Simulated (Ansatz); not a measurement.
# A hypothetical structure for CaCu3

Starting from a made-up structure for CaCu3, the aim is the relaxed cell, its shortest contacts and, where a second run follows, its electronic structure.

Main program and level: Ansatz 0.2.0; DFT, PBEsol, plane-wave PAW, default files, scalar-relativistic, ferromagnetic start, cell and ions relaxed at zero pressure, in the first sound run; inputs show where later runs differ.

## Step 1: The structure

The structure is cubic, space group Pm-3m (No. 221). Conventional cell: a = 4.078 Å, b = 4.078 Å, c = 4.078 Å, α = 90.00°, β = 90.00°, γ = 90.00°. Cu has 8 Cu at 2.88 Å and 4 Ca at 2.88 Å nearest. Nearest to Ca lie 12 Cu at 2.88 Å. Farther neighbours are not listed.

## Step 2: Relaxing cell and atoms

The guess takes its coordinates from another compound and its volume from a rule, so the cell and any free coordinates are relaxed together.

The input, input.yaml:

```yaml
crystal:
  lattice:
    - [4.078, 0.0, 0.0]
    - [0.0, 4.078, 0.0]
    - [0.0, 0.0, 4.078]
  atoms:
    - { symbol: Cu, position: [0.5, 0.5, 0.0], spin: 0.6 }
    - { symbol: Cu, position: [0.5, 0.0, 0.5], spin: 0.6 }
    - { symbol: Cu, position: [0.0, 0.5, 0.5], spin: 0.6 }
    - { symbol: Ca, position: [0.0, 0.0, 0.0] }
magnetization:
  spin_polarized: true
kpoints:
  mp_grid: { grid: [7, 7, 7] }
scf:
  occupations: { method: fermi_dirac, width: 0.05 }
hamiltonian:
  xc: pbesol
  pseudopotentials: { kind: paw }
relax:
  f_tol: 0.015
  max_steps: 70
  cell: {}
output:
  forces: true
  stress: true
```

Command:

```
$ ansatz run input.yaml --threads 4 --pin off --max-ram 8192MiB --backend cpu --events-out ev --progress --plain --runs-dir out
```

Numbers of over 12 decimals in the logs are rounded to 6 here.

The log of the run:

```text
Engine: ansatz 0.2.0, aarch64-unknown-linux-gnu
Pseudopotentials: kind: paw
Pseudopotential: Cu, paw, valence charge 19, recommended cutoff 420 eV (normal), Cu.paw.azcp
Pseudopotential: Ca, paw, valence charge 10, recommended cutoff 420 eV (normal), Ca.paw.azcp
Functional definition: PBEsol
  exchange = pbesol_x
  correlation = pbesol_c
Crystal: 4 atoms, lattice volume = 67.817 Å³
Basis set: ecut = 420 eV, 1357 PW (Γ), exchange–correlation on 60×60×60 points (8 copies of the dense FFT grid, shifted against one another)
Bands: 42, of which v1, the nominal top of the filled ones, is band 34 counted from 1 (33 counted from 0)
Symmetry: 48 space group operations
Space group: Pm-3m (ITA 221), of the structure as read, at distance tolerance 4.1e-5 Å
Magnetic group: BNS 221.92 (UNI 1594), of the structure as read, at distance tolerance 4.1e-5 Å
k-points: 20 of 343
Non-local potential: Cu, projectors of the file, l = 0: 3, l = 1: 2, l = 2: 3, l = 3: 1
Non-local potential: Ca, projectors of the file, l = 0: 3, l = 1: 2, l = 2: 2
PAW form: soft (Blöchl's): semilocal exchange-correlation on the pseudo side does not see the compensation charge
PAW frozen core: Cu, regenerated for the run's functional, and the local potential with it (the file was generated under x = pbe(κ = 0.804, μ = 0.219515), c = pbe(β = 0.066725))
PAW frozen core: Ca, regenerated for the run's functional, and the local potential with it (the file was generated under x = pbe(κ = 0.804, μ = 0.219515), c = pbe(β = 0.066725))
PAW one-centre angular grid: Cu, 590 points (default); XC on 64 Gauss nodes
PAW one-centre angular grid: Ca, 110 points (default); XC on 64 Gauss nodes
Initial density: superposition of atomic densities (chi_scale 0.1, normalization cell, long waves kept (reshape's long-wave potential 0.00 eV rms))
Starting moments: Σ|m| = 1.8 μB on 3 of 4 sites
Initial wavefunctions: pseudopotential atomic-orbital guess
Functional: x = pbesol(κ = 0.804, μ = 0.123457), c = pbesol(β = 0.046)
SCF iter   1: F=—  HF=-21574.275626 eV  |F-HF|=—  |Δ(HF+E_count)|=         —  Δρ=3.02e-1 (↑2.86e-1 ↓3.02e-1)  dr2=1.98e2  dr2_m=5.29e-2  M=1.814 μB ∫|m|=1.926 μB  β_m=1.00  ethr=3.10e-3  ⟨swp⟩=9.3  Hψ=8220  notcnv=0
preconditioner: auto → Kerker (q_TF=auto, 2.723 Å⁻¹)  [metal: Δε(μ)=0.013 eV  Ē_g=7.779 eV  σ=0.050 eV  W_gap=0.06  n_scr=26 (ndim 8)  ℏωp=28.9 eV  f_vac=0.000  D(μ)=8.67/eV (n_scr^D=122)]
spin=Collinear: Kerker preconditioning applied to the charge; magnetization (m = ρ↑ − ρ↓) channel mixes plain (no charge-response kernel on spin).
SCF iter   2: F=—  HF=-21566.218534 eV  |F-HF|=—  |Δ(HF+E_count)|=    8.06e0  Δρ=1.75e-1 (↑5.71e-2 ↓1.75e-1)  dr2=1.55e1  dr2_m=2.53e0  M=0.107 μB ∫|m|=0.191 μB  β_m=0.30  ethr=3.10e-3  ⟨swp⟩=4.0  Hψ=5045  notcnv=0  defer=22
SCF iter   3: F=—  HF=-21559.175654 eV  |F-HF|=—  |Δ(HF+E_count)|=    7.04e0  Δρ=4.43e-2 (↑3.87e-2 ↓4.43e-2)  dr2=4.31e-1  dr2_m=9.67e-1  M=0.223 μB ∫|m|=0.327 μB  β_m=0.30  ethr=3.10e-3  ⟨swp⟩=3.1  Hψ=4267  notcnv=0  defer=78
SCF iter   4: F=—  HF=-21559.019891 eV  |F-HF|=—  |Δ(HF+E_count)|=   1.56e-1  Δρ=4.50e-2 (↑4.50e-2 ↓1.55e-2)  dr2=9.88e-1  dr2_m=5.21e-1  M=0.204 μB ∫|m|=0.288 μB  β_m=0.30  ethr=6.43e-4  ⟨swp⟩=2.3  Hψ=3632  notcnv=0  defer=70
SCF iter   5: F=—  HF=-21559.208705 eV  |F-HF|=—  |Δ(HF+E_count)|=   1.89e-1  Δρ=4.82e-2 (↑5.79e-3 ↓4.82e-2)  dr2=9.23e-1  dr2_m=3.97e-1  M=0.091 μB ∫|m|=0.148 μB  β_m=0.30  ethr=6.43e-4  ⟨swp⟩=2.5  Hψ=2903  notcnv=0  defer=75
Mixer restart at iter 5: flushing history
spin-set hold released at iteration 5 (site moments contracting): the magnetisation degrees of freedom join the quasi-Newton model from the next iteration; the mixer history was flushed
SCF iter   6: F=—  HF=-21559.153635 eV  |F-HF|=—  |Δ(HF+E_count)|=   5.51e-2  Δρ=2.67e-2 (↑1.06e-2 ↓2.67e-2)  dr2=1.45e-1  dr2_m=2.12e-1  M=0.084 μB ∫|m|=0.124 μB  β_m=0.51  ethr=6.43e-4  ⟨swp⟩=2.1  Hψ=2779  notcnv=0  defer=82
SCF iter   7: F=—  HF=-21559.178475 eV  |F-HF|=—  |Δ(HF+E_count)|=   2.48e-2  Δρ=2.37e-2 (↑9.20e-3 ↓2.37e-2)  dr2=4.66e-1  dr2_m=3.45e-2  M=0.026 μB ∫|m|=0.051 μB  β_m=0.44  ethr=2.16e-4  ⟨swp⟩=2.1  Hψ=3143  notcnv=0  defer=82
SCF iter   8: F=—  HF=-21559.084413 eV  |F-HF|=—  |Δ(HF+E_count)|=   9.41e-2  Δρ=4.19e-3 (↑4.19e-3 ↓1.34e-3)  dr2=7.01e-3  dr2_m=1.62e-3  M=0.006 μB ∫|m|=0.019 μB  β_m=0.72  ethr=2.16e-4  ⟨swp⟩=2.1  Hψ=2833  notcnv=0  defer=82
SCF iter   9: F=—  HF=-21559.094614 eV  |F-HF|=—  |Δ(HF+E_count)|=   1.02e-2  Δρ=2.28e-3 (↑2.28e-3 ↓1.42e-3)  dr2=5.76e-3  dr2_m=1.16e-4  M=-0.001 μB ∫|m|=0.007 μB  β_m=0.83  ethr=1.05e-5  ⟨swp⟩=2.0  Hψ=2609  notcnv=0  defer=82
SCF iter  10: F=—  HF=-21559.093756 eV  |F-HF|=—  |Δ(HF+E_count)|=   8.58e-4  Δρ=2.46e-4 (↑8.79e-5 ↓2.46e-4)  dr2=3.45e-5  dr2_m=1.23e-5  M=-0.001 μB ∫|m|=0.003 μB  β_m=0.92  ethr=8.60e-6  ⟨swp⟩=2.2  Hψ=2007  notcnv=0  defer=82
SCF iter  11: F=—  HF=-21559.093791 eV  |F-HF|=—  |Δ(HF+E_count)|=   3.56e-5  Δρ=5.51e-5 (↑5.51e-5 ↓3.26e-5)  dr2=9.91e-6  dr2_m=2.70e-7  M=-0.000 μB ∫|m|=0.001 μB  β_m=0.96  ethr=5.15e-8  ⟨swp⟩=2.0  Hψ=2277  notcnv=0  defer=82
SCF iter  12: F=—  HF=-21559.093789 eV  |F-HF|=—  |Δ(HF+E_count)|=   2.58e-6  Δρ=1.80e-5 (↑7.82e-6 ↓1.80e-5)  dr2=6.34e-7  dr2_m=4.02e-8  M=-0.000 μB ∫|m|=0.000 μB  β_m=0.98  ethr=1.48e-8  ⟨swp⟩=2.0  Hψ=2179  notcnv=0  defer=82
SCF iter  13: F=—  HF=-21559.093789 eV  |F-HF|=—  |Δ(HF+E_count)|=   1.67e-7  Δρ=2.73e-6 (↑1.29e-6 ↓2.73e-6)  dr2=5.88e-9  dr2_m=1.82e-9  M=0.000 μB ∫|m|=0.000 μB  β_m=0.99  ethr=1.49e-10  ⟨swp⟩=2.1  Hψ=5442  notcnv=0
SCF iter  14: F=—  HF=-21559.093789 eV  |F-HF|=—  |Δ(HF+E_count)|=  4.22e-10  Δρ=4.74e-7 (↑4.62e-7 ↓4.74e-7)  dr2=1.99e-10  dr2_m=7.75e-11  M=0.000 μB ∫|m|=0.000 μB  β_m=0.99  ethr=8.77e-12  ⟨swp⟩=2.8  Hψ=3410  notcnv=0
SCF iter  15: F=-21559.093789 eV  HF=-21559.093789 eV  |F-HF|=3.64e-12  |Δ(HF+E_count)|=  2.95e-10  Δρ=1.02e-7 (↑9.40e-8 ↓1.02e-7)  dr2=8.45e-12  dr2_m=3.80e-12  M=0.000 μB ∫|m|=0.000 μB  ethr=1.00e-12  ⟨swp⟩=2.0  Hψ=2476  notcnv=0
WARN: the starting moments were not kept: the SCF closed with an absolute magnetisation of 7.2e-6 μB, where they sum to 1.8 μB in size (3 sites). That is at most 0.1 of that sum. Measured as dr2_m measures the in/out step, that magnetisation stands 2.2e-12 eV from none, at or under the dr2_threshold of 1.0e-7 eV: it is no larger than a step whose dr2_m would equal this threshold. The system may hold no moment; this S [...]
SCF 1 converged in 15 iterations: F = -21559.093789 eV  dr2 = 8.45e-12
[...]
SCF iter   7: F=-21559.176044 eV  HF=-21559.176044 eV  |F-HF|=4.94e-8  |Δ(HF+E_count)|=   1.10e-6  Δρ=8.15e-6 (↑8.15e-6 ↓6.78e-6)  dr2=1.28e-7  dr2_m=5.71e-10  M=0.000 μB ∫|m|=0.000 μB  β_m=0.96  ethr=5.97e-10  ⟨swp⟩=2.4  Hψ=5534  notcnv=0
SCF iter   8: F=-21559.176044 eV  HF=-21559.176044 eV  |F-HF|=8.52e-9  |Δ(HF+E_count)|=   1.42e-8  Δρ=2.67e-6 (↑2.67e-6 ↓2.43e-6)  dr2=1.49e-8  dr2_m=2.40e-11  M=0.000 μB ∫|m|=0.000 μB  ethr=1.91e-10  ⟨swp⟩=1.9  Hψ=4292  notcnv=0
the starting moments were not kept: the SCF closed with an absolute magnetisation of 8.8e-6 μB, where they sum to 1.8 μB in size (3 sites). That is at most 0.1 of that sum. Measured as dr2_m measures the in/out step, that magnetisation stands 3.2e-12 eV from none, at or under the dr2_threshold of 4.0e-7 eV: it is no larger than a step whose dr2_m would equal this threshold.
SCF 3 converged in 8 iterations: F = -21559.176044 eV  dr2 = 1.49e-8
relax step   3: F+E_penalty+E_count = -21559.17604414 eV  Δ(F+E_penalty+E_count) = -2.581e-3 eV  max|allowed force component| = 2.291e-29 eV/Å  Δτ_max = 0.0000 Å  P = -0.157 GPa  Ω = 62.954 Å³  energy of the carried Pulay correction = +1.364e-3 eV  (8 SCF iters, dr2 threshold 4.00e-7 eV, accepted)
[...]
relax step   4: F+E_penalty+E_count = -21559.17614619 eV  Δ(F+E_penalty+E_count) = -1.021e-4 eV  max|allowed force component| = 6.498e-29 eV/Å  Δτ_max = 0.0000 Å  P = -0.004 GPa  Ω = 62.825 Å³  energy of the carried Pulay correction = +1.401e-3 eV  (7 SCF iters, dr2 threshold 6.20e-8 eV, accepted)
Basis set: ecut = 420 eV, 1237 PW (Γ), exchange–correlation on 54×54×54 points (8 copies of the dense FFT grid, shifted against one another)
Initial wavefunctions: pseudopotential atomic-orbital guess (no wavefunctions were taken with the density)
iter 1 solved again at ethr=9.28e-6 eV; its pass at ethr=3.10e-3 eV (dr2=6.22e-3 eV) is discarded
SCF iter   1: F=—  HF=-21559.174488 eV  |F-HF|=—  |Δ(HF+E_count)|=         —  Δρ=7.21e-5 (↑7.20e-5 ↓7.21e-5)  dr2=1.62e-6  dr2_m=2.14e-11  M=-0.000 μB ∫|m|=0.000 μB  β_m=0.30  ethr=9.28e-6  ⟨swp⟩=2.0  Hψ=10354  notcnv=0
eigensolver tolerance schedule: the retry pair's looser diagonalisation over-reported the residual by 3825.32 of it (diagonalisation noise at an unbounded share of the residual, at the tolerance the schedule requests for it); recorded, not acted on — ethr = c·dr2/N_el stays at c = 1.0e-1
preconditioner: auto → Kerker (q_TF=auto, 2.758 Å⁻¹)  [metal: Δε(μ)=0.038 eV  Ē_g=10.005 eV  σ=0.050 eV  W_gap=0.18  n_scr=26 (ndim 8)  ℏωp=30.0 eV  f_vac=0.000  D(μ)=2.83/eV (n_scr^D=26)]
spin=Collinear: Kerker preconditioning applied to the charge; magnetization (m = ρ↑ − ρ↓) channel mixes plain (no charge-response kernel on spin).
SCF iter   2: F=—  HF=-21559.174494 eV  |F-HF|=—  |Δ(HF+E_count)|=   6.11e-6  Δρ=7.14e-5 (↑7.12e-5 ↓7.14e-5)  dr2=7.25e-6  dr2_m=1.08e-11  M=-0.000 μB ∫|m|=0.000 μB  β_m=0.44  ethr=2.43e-9  ⟨swp⟩=2.1  Hψ=3070  notcnv=0
SCF iter   3: F=—  HF=-21559.174495 eV  |F-HF|=—  |Δ(HF+E_count)|=   4.53e-7  Δρ=3.80e-5 (↑3.79e-5 ↓3.80e-5)  dr2=1.63e-6  dr2_m=4.23e-12  M=-0.000 μB ∫|m|=0.000 μB  β_m=0.72  ethr=2.43e-9  ⟨swp⟩=2.0  Hψ=2306  notcnv=0
SCF iter   4: F=—  HF=-21559.174494 eV  |F-HF|=—  |Δ(HF+E_count)|=   4.14e-7  Δρ=7.40e-6 (↑7.40e-6 ↓7.40e-6)  dr2=4.65e-8  dr2_m=2.13e-14  M=-0.000 μB ∫|m|=0.000 μB  β_m=0.86  ethr=2.43e-9  ⟨swp⟩=2.5  Hψ=2371  notcnv=0
SCF iter   5: F=—  HF=-21559.174494 eV  |F-HF|=—  |Δ(HF+E_count)|=   1.12e-7  Δρ=2.55e-6 (↑2.55e-6 ↓2.54e-6)  dr2=5.48e-9  dr2_m=1.47e-14  M=-0.000 μB ∫|m|=0.000 μB  β_m=0.93  ethr=6.94e-11  ⟨swp⟩=2.0  Hψ=2445  notcnv=0
SCF iter   6: F=—  HF=-21559.174494 eV  |F-HF|=—  |Δ(HF+E_count)|=   1.59e-9  Δρ=2.32e-7 (↑2.32e-7 ↓2.31e-7)  dr2=8.36e-11  dr2_m=4.38e-16  M=-0.000 μB ∫|m|=0.000 μB  β_m=0.96  ethr=8.18e-12  ⟨swp⟩=2.0  Hψ=2250  notcnv=0
SCF iter   7: F=-21559.174494 eV  HF=-21559.174494 eV  |F-HF|=7.28e-12  |Δ(HF+E_count)|=  6.91e-11  Δρ=6.05e-8 (↑6.03e-8 ↓6.05e-8)  dr2=8.26e-12  dr2_m=2.91e-17  M=-0.000 μB ∫|m|=0.000 μB  ethr=1.00e-12  ⟨swp⟩=3.0  Hψ=4294  notcnv=0
the starting moments were not kept: the SCF closed with an absolute magnetisation of 1.8e-8 μB, where they sum to 1.8 μB in size (3 sites). That is at most 0.1 of that sum. Measured as dr2_m measures the in/out step, that magnetisation stands 1.4e-17 eV from none, at or under the dr2_threshold of 4.0e-11 eV: it is no larger than a step whose dr2_m would equal this threshold.
SCF 5 converged in 7 iterations: F = -21559.174494 eV  dr2 = 8.26e-12
relax step   5: F+E_penalty+E_count = -21559.17449430 eV  Δ(F+E_penalty+E_count) = +1.652e-3 eV  max|allowed force component| = 1.420e-29 eV/Å  Δτ_max = 0.0000 Å  P = +0.010 GPa  Ω = 62.825 Å³  stress off target by 1.02e-2 GPa  SCF on the basis re-selected at this cell (its energy is not comparable with the rows above)  (7 SCF iters)
basis re-selected at this cell: Δ(F+E_penalty+E_count) = +1.652e-3 eV, ΔP = +0.014 GPa vs the last step (what re-selecting the basis moved, of the pressure what is left beyond the Pulay correction that the steps carried, after the strain that the cell walked since its last selection, with what the two solves' SCF thresholds leave and, on support functions, any second-order correction that the steps lacked; it is no measure of the basis error at this ecutwfc). The dense FFT grid was sized anew with the basis: this SCF ran on 27×27×27 points, the steps before it on 30×30×30, so part of this shift can come from that change (see relax.cell in the input reference). [rest of the remark cut]
SCF converged after 7 iterations
Magnetization: -0.0000 μB (33.5000 up, 33.5000 down)
Absolute magnetization: 0.0000 μB (∫|ρ↑−ρ↓|, with the PAW one-centre terms)
Spin contamination: 0.0000 ħ² per cell (⟨S²⟩ above its minimum at these occupations)
Per-site moments (μB) at R_I (Å): [(-1.968448209729612e-9, 1.159543), (-1.9684483474911836e-9, 1.159543), (-1.968448423815224e-9, 1.159543), (-2.1869978500511733e-9, 1.159543)]
Free energy (F): -21559.174494 eV
Harris-Foulkes:  -21559.174494 eV  (|F-HF|=7.28e-12)
Internal energy: -21559.153028 eV  (E = F + TS)
E sigma→0 (E₀):  -21559.163761 eV
Entropy (-TS):   -0.021466 eV (-5.367 meV/atom)
Fermi energy:    12.758641 eV
--- Per-component energies (eV) ---
  E_band       = -1388.116272
  E_kinetic    = 1181.480660
  E_local      = -14716.046766  (includes V_loc(G=0)·N_el)
  E_nonlocal   = 1243.997955
  E_hartree    = 6419.872702
  E_xc         = -401.199863
  E_vxc        = -514.235504  (∫ρ·V_xc dr)
  E_paw        = -5721.121196  (= ΣΔE_a)
  E_vpaw       = -1423.058448  (= ΣTr[D̂ρ^β])
  E_aug_tail   = 0.000857  (compensation charges beyond the density's cutoff)
  E_ewald      = -9566.874778
  E_core_change = 0.737401  (= ΣΔE_core)
  E_smearing   = -0.021466  (= −TS)
  E_closure    = 0.000000  (closes the sum)
  Σ components = -21559.174494   (vs F -21559.174494, Δ=0.00e0)
--- Forces (eV/Å), atoms counted from 1 ---
  atom   1  Cu    -0.00000000    -0.00000000     0.00000000
  atom   2  Cu    -0.00000000    -0.00000000    -0.00000000
  atom   3  Cu     0.00000000     0.00000000    -0.00000000
  atom   4  Ca     0.00000000     0.00000000     0.00000000
  max |Σ_I F_I| component: 2.26e-29 eV/Å
--- Stress (GPa, compression-positive) ---
        0.010181      -0.000000      -0.000000
       -0.000000       0.010181       0.000000
       -0.000000       0.000000       0.010181
  P = ⅓ Tr σ = 0.0102 GPa (0.102 kbar)
--- Relaxed structure (4 steps of the walk, 4 accepted, 1 SCFs on fresh bases) ---
  F+E_penalty+E_count = -21559.17449430 eV   max|allowed force component| = 1.420e-29 eV/Å   (the final SCF, on the basis selected at the relaxed cell)
  cell:  # Å, volume = 62.8252 Å³
    - [3.975374, 0, 0]
    - [0, 3.975374, 0]
    - [0, 0, 3.975374]
  atoms:
    - { symbol: Cu, position: [0.5, 0.5, 0] }
    - { symbol: Cu, position: [0.5, 0, 0.5] }
    - { symbol: Cu, position: [0, 0.5, 0.5] }
    - { symbol: Ca, position: [0, 0, 0] }
```

Run time: 10 s. Hardware: 4 threads of Arm Neoverse V1, shared host; peak memory 0.53 GiB.

Step by step:

```csv
step,energy less that of the first step (eV),largest force component (eV/Å),pressure (GPa),volume (Å³)
1,0.0000,0.0000,-4.83,67.82
2,-0.0797,0.0000,1.09,61.95
3,-0.0823,0.0000,-0.16,62.95
4,-0.0824,0.0000,0.00,62.83
5*,-0.0807,0.0000,0.01,62.83
```

Relaxation steps marked * repeat the geometry before them on a plane-wave basis chosen anew for their cell, so energy and pressure can jump there.

The run keeps the 48 symmetry operations that it works with, so distortions that break them were not tested.

```csv
"conventional cell, symmetrised",before,after,change
a (Å),4.078,3.975,-2.5 %
b (Å),4.078,3.975,-2.5 %
c (Å),4.078,3.975,-2.5 %
volume (Å³/atom),16.95,15.71,-7.4 %
```

This step gave:

```
free energy             : -21559.1745 eV
energy at zero smearing : -21559.1638 eV
smearing term TS        : 0.02147 eV
Fermi energy            : 12.76 eV
electrons               : 67
symmetry operations     : 48
pressure                : 0.01018 GPa
```

Shortest distances by pair of elements, guess and relaxed (not always the same contact):

```csv
pair,guess (Å),relaxed (Å)
Cu–Cu,2.884,2.811
Ca–Cu,2.884,2.811
Ca–Ca,4.078,3.975
```

The relaxation ends with a pressure of 0.01 GPa. The starting moments have collapsed: the run ends non-magnetic.

[end of part 1 of 2]

[Logs are printed without paths, hosts, clocks, repeated set-up lines and the standing remarks that a program may print on its own settings, such as how far it seeks lower states.]

[Hosts, paths, dates, database ids (printed as entryN), source tags and the programs' standing remarks are cut or masked in the printed files.]
